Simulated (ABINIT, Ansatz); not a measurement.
# MgSiS3 (Pm-3m): zone-centre phonons, part 4 of 4

Wanted: the vibrations of MgSiS3 (Pm-3m) at Γ, by two programs.

ABINIT 10.8.3; DFT LDA, scalar-relativistic, plane waves, HGH norm-conserving pseudopotentials.

So far. Step 6 (Linear response at Γ): The acoustic modes at Γ come out as far as 0.9 cm⁻¹ from zero, where they should vanish, a small numerical error. The lowest optical mode is imaginary, 203i cm⁻¹, an instability at this level and on this k mesh. Step 7 (Zone-centre analysis): The rule moves no optical mode by more than 0.1 cm⁻¹.

The structure was built from a prototype and need not be the compound's stable phase.

## Step 8: Cross-check with Ansatz

The same cell goes through another code, with its own cutoff. The potentials differ.

This step: DFT LDA, scalar-relativistic, plane waves, PseudoDojo norm-conserving pseudopotentials (Ansatz 0.2.0).

File input.yaml:

```yaml
crystal:
  lattice:
    - [4.4665229158, 0.0, 0.0]
    - [0.0, 4.4665229158, 0.0]
    - [0.0, 0.0, 4.4665229158]
  atoms:
    - { symbol: Mg, position: [0.0, 0.0, 0.0] }
    - { symbol: Si, position: [0.5, 0.5, 0.5] }
    - { symbol: S, position: [0.5, 0.5, 0.0] }
    - { symbol: S, position: [0.5, 0.0, 0.5] }
    - { symbol: S, position: [0.0, 0.5, 0.5] }
kpoints:
  mp_grid: { grid: [6, 6, 6] }
hamiltonian:
  xc: lda
  pseudopotentials: { kind: nc, accuracy: standard }
scf:
  occupations: { method: gaussian, width: 0.27211 }
output:
  eigenvalues: true
phonons:
  method: dfpt
```

Started as:

```sh
$ ansatz run input.yaml --threads 4 --pin off --max-ram 8192MiB --backend cpu --events-out ev --progress --plain --runs-dir out
```

Log:

```text
zone centre: on kpoints.mp_grid the ground state, and the responses unless they are solved on pairs of k-points, stand on 64 of the mesh's 216 k-points, reduced under 8 symmetry operations, with k and −k counted as one. Each operation leaves every solved displacement unchanged or reverses it
Engine: ansatz 0.2.0, aarch64-unknown-linux-gnu
Pseudopotentials: kind: nc
Pseudopotential: Mg, nc, valence charge 10, recommended cutoff 1142.878222 eV (normal), Mg.nc.azcp (PseudoDojo's, or run here from an input of PseudoDojo's; its table is named by hamiltonian.pseudopotentials.accuracy)
Pseudopotential: Si, nc, valence charge 4, recommended cutoff 435.38218 eV (normal), Si.nc.azcp (PseudoDojo's, or run here from an input of PseudoDojo's; its table is named by hamiltonian.pseudopotentials.accuracy)
Pseudopotential: S, nc, valence charge 6, recommended cutoff 734.707429 eV (normal), S.nc.azcp (PseudoDojo's, or run here from an input of PseudoDojo's; its table is named by hamiltonian.pseudopotentials.accuracy)
Functional definition: SPW92
  exchange = slater_x
  correlation = pw_c
Crystal: 5 atoms, lattice volume = 89.106 Å³
Basis set: ecut = 1142.878222 eV, 7809 PW (Γ), exchange–correlation on 100×100×100 points (8 copies of the dense FFT grid, shifted against one another)
Bands: 21, of which v1, the nominal top of the filled ones, is band 16 counted from 1 (15 counted from 0)
Symmetry: 48 space group operations
k-points: 64 of 216 (irreducible under 8 space group operations)
Non-local potential: Mg, projectors of the file, l = 0: 2, l = 1: 2
Non-local potential: Si, projectors of the file, l = 0: 2, l = 1: 2, l = 2: 2
Non-local potential: S, projectors of the file, l = 0: 2, l = 1: 2, l = 2: 2
Initial density: superposition of atomic densities (chi_scale 0.1, normalization cell, long waves kept (reshape's long-wave potential 0.01 eV rms))
Initial wavefunctions: pseudopotential atomic-orbital guess
Functional: x = slater, c = lda
SCF iter   1: F=—  HF=-2633.549138 eV  |F-HF|=—  |Δ(HF+E_count)|=         —  Δρ=3.98e-2  dr2=8.69e-1  ethr=3.10e-3  ⟨swp⟩=6.9  Hψ=7678  notcnv=0
preconditioner: auto → Kerker (q_TF=auto, 2.300 Å⁻¹)  [metal: Δε(μ)=0.087 eV  Ē_g=9.516 eV  σ=0.272 eV  W_gap=0.18  n_scr=18 (ndim 8)  ℏωp=19.3 eV  f_vac=0.000  D(μ)=2.77/eV (n_scr^D=18)]
SCF iter   2: F=—  HF=-2633.307804 eV  |F-HF|=—  |Δ(HF+E_count)|=   2.41e-1  Δρ=2.01e-2  dr2=2.45e-1  ethr=2.71e-3  ⟨swp⟩=1.0  Hψ=1858  notcnv=0
SCF iter   3: F=—  HF=-2633.242052 eV  |F-HF|=—  |Δ(HF+E_count)|=   6.58e-2  Δρ=3.69e-3  dr2=1.10e-2  ethr=7.64e-4  ⟨swp⟩=2.7  Hψ=2096  notcnv=0
SCF iter   4: F=—  HF=-2633.241256 eV  |F-HF|=—  |Δ(HF+E_count)|=   7.96e-4  Δρ=1.01e-3  dr2=1.05e-3  ethr=3.45e-5  ⟨swp⟩=2.2  Hψ=2324  notcnv=0
SCF iter   5: F=—  HF=-2633.240947 eV  |F-HF|=—  |Δ(HF+E_count)|=   3.09e-4  Δρ=2.75e-4  dr2=1.38e-4  ethr=3.28e-6  ⟨swp⟩=2.5  Hψ=2347  notcnv=0
SCF iter   6: F=—  HF=-2633.240890 eV  |F-HF|=—  |Δ(HF+E_count)|=   5.70e-5  Δρ=5.56e-5  dr2=2.74e-6  ethr=4.33e-7  ⟨swp⟩=2.7  Hψ=2271  notcnv=0
SCF iter   7: F=—  HF=-2633.240678 eV  |F-HF|=—  |Δ(HF+E_count)|=   2.12e-4  Δρ=1.26e-5  dr2=1.06e-7  ethr=8.57e-9  ⟨swp⟩=2.7  Hψ=2378  notcnv=0  defer=18
SCF iter   8: F=—  HF=-2633.240678 eV  |F-HF|=—  |Δ(HF+E_count)|=   1.45e-8  Δρ=1.92e-6  dr2=2.58e-9  ethr=3.31e-10  ⟨swp⟩=2.2  Hψ=2344  notcnv=0  defer=18
SCF iter   9: F=—  HF=-2633.240678 eV  |F-HF|=—  |Δ(HF+E_count)|=  5.09e-10  Δρ=3.15e-7  dr2=1.07e-10  ethr=8.06e-12  ⟨swp⟩=2.8  Hψ=2413  notcnv=0  defer=18
SCF iter  10: F=-2633.240678 eV  HF=-2633.240678 eV  |F-HF|=1.36e-12  |Δ(HF+E_count)|=    0.00e0  Δρ=9.43e-8  dr2=4.59e-12  ethr=1.00e-12  ⟨swp⟩=10.1  Hψ=7705  notcnv=0
SCF 1 converged in 10 iterations: F = -2633.240678 eV  dr2 = 4.59e-12
DFPT response loops at Γ: preconditioner auto → Kerker (q_TF=auto, 2.300 Å⁻¹) (partly filled bands, converged f_vac=0.000); β = 1.00, the filter's whole step (`scf.mixing.beta` (0.50) is not read by the response loops under this deck's `scf.mixing.preconditioner`; to damp them name `kerker` or `kerker_dos`, under which they read `scf.mixing.beta`, and type it under 1.00, their step now; both keys bind the ground state too); Broyden in place of MSR1
SCF converged after 10 iterations
Free energy (F): -2633.240678 eV
Harris-Foulkes:  -2633.240678 eV  (|F-HF|=1.36e-12)
Internal energy: -2633.139796 eV  (E = F + TS)
E sigma→0 (E₀):  -2633.190237 eV
Entropy (-TS):   -0.100882 eV (-20.176 meV/atom)
Fermi energy:    7.256152 eV
--- Per-component energies (eV) ---
  E_band       = -326.516135
  E_kinetic    = 1282.643523
  E_local      = -2034.234424  (includes V_loc(G=0)·N_el)
  E_nonlocal   = -351.258334
  E_hartree    = 673.780515
  E_xc         = -513.042376
  E_vxc        = -571.227917  (∫ρ·V_xc dr)
  E_ewald      = -1691.028701
  E_smearing   = -0.100882  (= −TS)
  E_closure    = -0.000000  (closes the sum)
  Σ components = -2633.240678   (vs F -2633.240678, Δ=0.00e0)
--- Band table (eV; the first three rows and the last of 64) ---
  k-point 0: bands = [... 12 lower, 6.0378, 6.0378, 6.1419, 6.1419, 6.1419, 8.5218, 11.3455, 11.3455, ... 1 higher]
  k-point 1: bands = [... 12 lower, 5.5973, 5.5973, 5.7801, 6.1289, 6.1289, 9.4002, 11.4696, 12.1217, ... 1 higher]
  k-point 2: bands = [... 12 lower, 4.7964, 5.3411, 6.1923, 6.1923, 6.3170, 10.5823, 11.2029, 11.7688, ... 1 higher]
  k-point 63: bands = [... 12 lower, 5.3344, 6.6712, 7.8925, 7.8925, 7.8925, 9.9017, 9.9017, 9.9017, ... 1 higher]
--- Phonons (Γ-DFPT): 4 representative perturbations + reference, on 64 of 216 k-points (Σ response iterations 12) ---
  k mesh reduced under 8 symmetry operations, with k and −k counted as one. Each operation leaves every solved displacement unchanged or reverses it
  ASR residual: 1.810e-4 → 0.000e0 eV/Å²; symmetrization residual: 1.382e-5 eV/Å²
  ASR residual per site (eV/Å²): 1.81e-4 2.94e-5 2.76e-5 2.76e-5 2.76e-5
  Γ frequencies (cm⁻¹): -209.21 -209.21 -209.21 -177.42 -177.42 -177.42 0.00 0.00 0.00 19.95 19.95 19.95 405.37 405.37 405.37
  non-analytic LO–TO correction: not included (Born effective charges unavailable; polar crystals: no LO–TO splitting at Γ)
```

Elapsed: 60 s, on 4 threads of Arm Neoverse V1, shared host; peak memory 1.9 GiB.

Numbers from this step:

* sum-rule residual before enforcement: 1.81e-4 eV/Å²
* highest optical zone-centre mode (no LO-TO term): 405.4 cm⁻¹
* lowest optical zone-centre mode: -209.2 cm⁻¹

## Step 9: Side by side: ABINIT HGH and Ansatz, PseudoDojo

Numbers from this step:

| Property | Result |
| --- | --- |
| root-mean-square difference | 15.06 cm⁻¹ |
| largest difference | 27.75 cm⁻¹ |

Optical modes, paired by symmetry label. Frequencies side by side, by row:

```
q (reciprocal lattice)  mode  ABINIT HGH (cm⁻¹)  Ansatz, PseudoDojo (cm⁻¹)
                 0 0 0     1             -203.4                     -209.2
                 0 0 0     2             -203.4                     -209.2
                 0 0 0     3             -203.4                     -209.2
                 0 0 0     4             -176.7                     -177.4
                 0 0 0     5             -176.7                     -177.4
                 0 0 0     6             -176.7                     -177.4
                 0 0 0     7               -7.8                      19.95
                 0 0 0     8               -7.8                      19.95
                 0 0 0     9               -7.8                      19.95
                 0 0 0    13              395.2                      405.4
                 0 0 0    14              395.2                      405.4
                 0 0 0    15              395.2                      405.4
```

At the zone centre the largest difference (acoustic modes at Γ apart) is 7 % of the highest mode.

## Step 10: Summary of results

* space group after relaxation: Pm-3m
* volume per atom: 17.8 Å³
* highest optical zone-centre mode (no LO-TO term): 395.2 cm⁻¹
* lowest optical zone-centre mode: -203.4 cm⁻¹
* imaginary optical modes at the zone centre (no q mesh in this session): yes
* largest difference from Ansatz, PseudoDojo: 27.8 cm⁻¹

**Reading.** At the LDA level the optical modes of MgSiS3 (Pm-3m) at the zone centre run from 203i to 395 cm⁻¹, so the structure is a saddle point, with 6 modes beyond 10i cm⁻¹ there. ABINIT HGH and Ansatz, PseudoDojo differ by 15.1 cm⁻¹ in the root mean square and by 27.8 cm⁻¹ at most, 7.0 % of the highest mode compared (acoustic modes at Γ left out); the two use different potentials, and the cell was not relaxed for the second set. These are harmonic frequencies at zero temperature: anharmonic shifts and linewidths and thermal expansion are left out. The HGH files keep few electrons and have no core correction, which is cheap but rough for Mg. In a metal the frequencies hang on the k mesh and the smearing, most of all near Kohn anomalies. The structure is a hypothetical one, built on a prototype.

[Host names and launcher messages were left out of these logs when they were recorded.]

[Logs are printed without paths, hosts, clocks, repeated set-up lines and the standing remarks that a program may print on its own settings, such as how far it seeks lower states.]

[Hosts, paths, dates, database ids (printed as entryN), source tags and the programs' standing remarks are cut or masked in the printed files.]
